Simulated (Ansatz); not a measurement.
The compound is NaMoO3 (cubic perovskite) (Pm-3m).

The structure was built from a prototype and need not be the compound's stable phase.

It takes space group Pm-3m (No. 221, cubic). Conventional cell: a = 3.830 Å, b = 3.830 Å, c = 3.830 Å, α = 90.00°, β = 90.00°, γ = 90.00°. Na has 12 O at 2.71 Å nearest. Nearest to Mo lie 6 O at 1.92 Å. Nearest to O lie 2 Mo at 1.92 Å and 4 Na at 2.71 Å. Farther neighbours and most contacts between anions are not listed.

```xyz
5
Lattice="0.0000 -3.8301 0.0000 0.0000 0.0000 3.8301 -3.8301 0.0000 0.0000" Properties=species:S:1:pos:R:3 pbc="T T T"
Na    0.0000    0.0000    0.0000
Mo   -1.9150   -1.9150    1.9150
O     0.0000   -1.9150    1.9150
O    -1.9150   -1.9150    0.0000
O    -1.9150    0.0000    1.9150
```

The structure was relaxed with LDA. The structure type comes from a generator and need not be one that this composition takes. The structure was generated from a model, not taken from a measurement. The runs that relaxed it are not among those shown. The program's search for lower electronic states was switched off, so nothing shows that the state found is the lowest. PAW set soft_2, made with PBE.

A constrained-RPA run (Ansatz 0.2.0; non-magnetic LDA; Mo t2g + anion p, bands v10 to c2, 4×4×4 mesh, medium accuracy) builds 12 functions on bands 11 eV wide, with 19.0 electrons in the window. The bare on-site interaction is 15.3 eV and the bare J 0.65 eV.

Question: What U and J survive the screening?

On the Mo t2g shell, U = 6.17 eV (40 % of the bare value), U′ = 5.19 eV, J = 0.49 eV.

The parent state is non-magnetic and the interaction static (zero frequency); U depends on the window and the orbitals, so it belongs to this model alone. A window that holds the anion p bands defines a model with explicit ligands; its U belongs to that model and is not the U of DFT+U.

[Paths, hosts, dates, memory and timing lines, banners, echoed tables and standing remarks are left out of the program output.]

[Logs are printed without paths, hosts, clocks, repeated set-up lines and the standing remarks that a program may print on its own settings, such as how far it seeks lower states.]

[Runs of the session that timed out or met a known fault of the program may be left out.]

[Hosts, paths, dates, database ids (printed as entryN), source tags and the programs' standing remarks are cut or masked in the printed files.]
